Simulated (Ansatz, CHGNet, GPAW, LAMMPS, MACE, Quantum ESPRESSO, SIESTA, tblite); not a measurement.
# Forces in amorphous Zn20Hg10Se19S11 (60 atoms), program by program

Aim: forces, pressure of amorphous Zn20Hg10Se19S11 (60 atoms) at one geometry, from other programs and methods, against plane-wave PBE.

Results are calculated, not measured.

### Step 1. The structure

The cell holds 60 atoms (20 Zn, 10 Hg, 19 Se and 11 S), with edges of 11.24, 11.24 and 11.24 Å. Recipe: 60 atoms (20 Zn, 10 Hg, 19 Se, 11 S) placed at random at 6.05 g/cm³, melted at 2500 K for 10 ps at fixed volume with the Stillinger-Weber II-VI potential (Zhou et al., Phys. Rev. B 88, 085309 (2013)). Quenched from 2500 K to 500 K at 100 K/ps and fixed volume, held 5 ps. The density is 6.05 g/cm³.

### Step 2. The reference input

Quantum ESPRESSO 7.5: Kohn-Sham DFT, PBE, SSSP efficiency 1.3.0 pseudopotentials, plane waves. Its input, pw.in:

```
&control
  calculation = 'scf'
  pseudo_dir = './pseudo'
  outdir = './tmp'
  disk_io = 'none'
  tprnfor = .true.
  tstress = .true.
/
&system
  ibrav = 0
  nat = 60
  ntyp = 4
  ecutwfc = 45
  ecutrho = 360
  nosym = .true.
  occupations = 'smearing'
  smearing = 'fd'
  degauss = 0.003675
/
&electrons
  conv_thr = 3.0e-07
  electron_maxstep = 100
  mixing_beta = 0.4
  mixing_mode = 'plain'
  diagonalization = 'david'
/
ATOMIC_SPECIES
Zn 65.380 Zn.upf
Hg 200.592 Hg.upf
Se 78.971 Se.upf
S 32.060 S.upf
CELL_PARAMETERS angstrom
11.23550 0.00000 0.00000
0.00000 11.23550 0.00000
0.00000 0.00000 11.23550
ATOMIC_POSITIONS crystal
Zn 0.61462 0.23049 0.37253
Zn 0.71612 0.74561 0.68839
Zn 0.49185 0.48900 0.23130
Zn 0.27460 0.35948 0.94566
[... 54 atom lines left out ...]
S 0.05381 0.93482 0.45487
S 0.39571 0.17389 0.94479
K_POINTS gamma
```

```console
$ OMP_NUM_THREADS=1 mpirun -np 4 pw.x -in pw.in > output.txt
```

Run time: 5.5 min. Hardware: 4 MPI ranks of Arm Neoverse V1, shared host; peak memory 3.4 GiB; 22 min of CPU time.

It converged with an r.m.s. force component of 0.55 eV/Å and a pressure of 0.28 GPa.

### Step 3. The other programs

- CHGNet: machine-learned potential, published weights.
- GPAW 26.7.0: PAW with atomic orbitals (LCAO), plane waves or a real-space grid of spacing h.
- MACE: machine-learned potential, published weights.
- SIESTA 5.4.2: numerical atomic orbitals, whose automatically made sets are far from complete, with PseudoDojo norm-conserving potentials that we converted to its format (checked against plane waves on the same files for H, C, O, Si, Ge and Ca alone); labels give functional, basis size, energy shift and mesh cutoff.
- tblite 0.8.0: extended tight binding, driven from Python.

All use the same cell and atoms, and the electronic-structure runs the same k-mesh.

### Step 4. All runs compared

Differences are against the reference: forces as r.m.s. over components, share as that over the reference's r.m.s. force, slope as the fitted ratio of a run's forces to the reference's.

| run | Δ force, r.m.s. (meV/Å) | share (%) | slope | Δ pressure (GPa) | cores | CPU time | memory (GiB) |
| --- | --- | --- | --- | --- | --- | --- | --- |
| reference | - | - | - | - | 4 | 22 min | 3.4 |
| CHGNet 0.3.0 potential | 213 | 39.1 | 0.761 | -0.226 | 1 | 3.5 s | 0.58 |
| CHGNet r2SCAN potential | 293 | 53.7 | 0.552 | -2.24 | 1 | 3.5 s | 0.58 |
| GPAW PBE, LCAO dzp, h 0.16 Å | 55.3 | 10.1 | 1.045 | - | 1 | 7.7 min | 3.0 |
| GPAW PBE, LCAO dzp, h 0.2 Å | 57.4 | 10.5 | 1.041 | - | 1 | 4.2 min | 1.6 |
| GPAW PBE, LCAO dzp, h 0.2 Å, other mixer settings | 57.0 | 10.5 | 1.042 | - | 1 | 4.9 min | 1.4 |
| GPAW PBE, LCAO sz(dzp), h 0.2 Å (coarse) | 200 | 36.7 | 1.090 | - | 1 | 1.7 min | 1.3 |
| GPAW PBE, grid h 0.24 Å (coarse) | 26.3 | 4.83 | 1.021 | - | 4 | 53 min | 2.7 |
| MACE MPA-0 medium potential | 131 | 23.9 | 0.935 | 0.465 | 1 | 8.2 s | 0.76 |
| SIESTA PBE, DZP, shift 0.01 Ry, mesh 150 Ry (coarse) | 174 | 31.9 | 1.078 | -1.39 | 1 | 84 s | 0.48 |
| SIESTA PBE, DZP, shift 0.01 Ry, mesh 500 Ry | 175 | 32.0 | 1.080 | -1.65 | 2 | 4.9 min | 1.7 |
| SIESTA PBE, SZ, shift 0.01 Ry, mesh 500 Ry (coarse) | 1436 | 263 | 1.530 | -5.13 | 1 | 3.7 min | 0.91 |
| SIESTA PBE, SZ, shift 0.02 Ry, mesh 500 Ry (coarse) | 1519 | 279 | 1.588 | -10.2 | 1 | 3.3 min | 0.83 |
| SIESTA PBE, SZP, shift 0.01 Ry, mesh 500 Ry (coarse) | 661 | 121 | 1.009 | -10.4 | 1 | 4 min | 1.3 |
| tblite GFN1-xTB | 329 | 60.3 | 0.737 | 0.931 | 1 | 3.2 s | 0.12 |

Rows marked coarse were listed beforehand as settings not expected to be converged; some can still land near the reference.

Times of the machine-learned potentials are mostly Python's start and the loading of weights.

CPU time is summed over cores on shared hosts, so it is rough.

### Step 5. What came out

Forces lie from 4.8 % (GPAW PBE, grid h 0.24 Å, coarse) to 279 % (SIESTA PBE, SZ, shift 0.02 Ry, mesh 500 Ry, coarse) of the reference's r.m.s. force of 0.55 eV/Å away from it. The PBE runs in local orbitals, coarse settings apart, differ by 10 % (GPAW PBE, LCAO dzp, h 0.16 Å) to 32 % (SIESTA PBE, DZP, shift 0.01 Ry, mesh 500 Ry); basis, grid and potentials can all enter. Tight binding differs by 60 % (tblite GFN1-xTB); it is another model, with fitted parameters of its own, and the xTB methods hold dispersion. Machine-learned potentials differ by 24 % (MACE MPA-0 medium potential) to 54 % (CHGNet r2SCAN potential); they were trained on other programs' data, some at another functional. Among those trained on PBE data the slope goes as low as 0.76, which softening far from their training structures can give, though the reference's k-sampling is untested too.

Runs with settings chosen to be coarse differ by 4.8 % (GPAW PBE, grid h 0.24 Å) to 279 % (SIESTA PBE, SZ, shift 0.02 Ry, mesh 500 Ry), their programs' other errors included. From GPAW PBE, LCAO dzp, h 0.2 Å to the finer GPAW PBE, LCAO dzp, h 0.16 Å the share goes from 10.5 to 10.1 %, so the grid isn't what parts these runs from the reference. From SIESTA PBE, DZP, shift 0.01 Ry, mesh 150 Ry to the finer SIESTA PBE, DZP, shift 0.01 Ry, mesh 500 Ry the share goes from 31.9 to 32.0 %, so the grid isn't what parts these runs from the reference. Pressures at PBE, coarse settings apart, lie -1.65 GPa from the reference's.

Caveats: Periodic xTB results under one method name differ between programs and library versions. The potentials hold different valence shells: 780 electrons in the reference, 600 in GPAW and 970 in SIESTA; this bears on time and differences. The reference's pressure holds the uncorrected Pulay stress of its 45 Ry basis, so small pressure differences may be the reference's own error. Machine-learned potentials mimic data converged in k, so the reference's own k-point error enters their differences. The quench rate of 100 K/ps is many orders above laboratory rates, so the cell is likely richer in defects and strain than a real sample. The network of bonds at the start is that of the classical potential that made the cell, and needn't be the one that DFT or experiment would give. The electronic-structure runs sample only Γ, in a cell whose shortest periodic width is 11 Å, which is coarse for a cell with partly filled levels. Spin–orbit coupling is left out, which matters for the levels of the heavy elements. Where levels are smeared, the DFT runs use Fermi–Dirac occupations at 580 K (0.05 eV), and energies are free energies. The reference's cutoffs and mesh weren't converged further here.

[Logs are printed without paths, hosts, clocks, repeated set-up lines and the standing remarks that a program may print on its own settings, such as how far it seeks lower states.]

[Hosts, paths, dates, database ids (printed as entryN), source tags and the programs' standing remarks are cut or masked in the printed files.]

[Cells were taken only where this reference lay near another plane-wave run.]
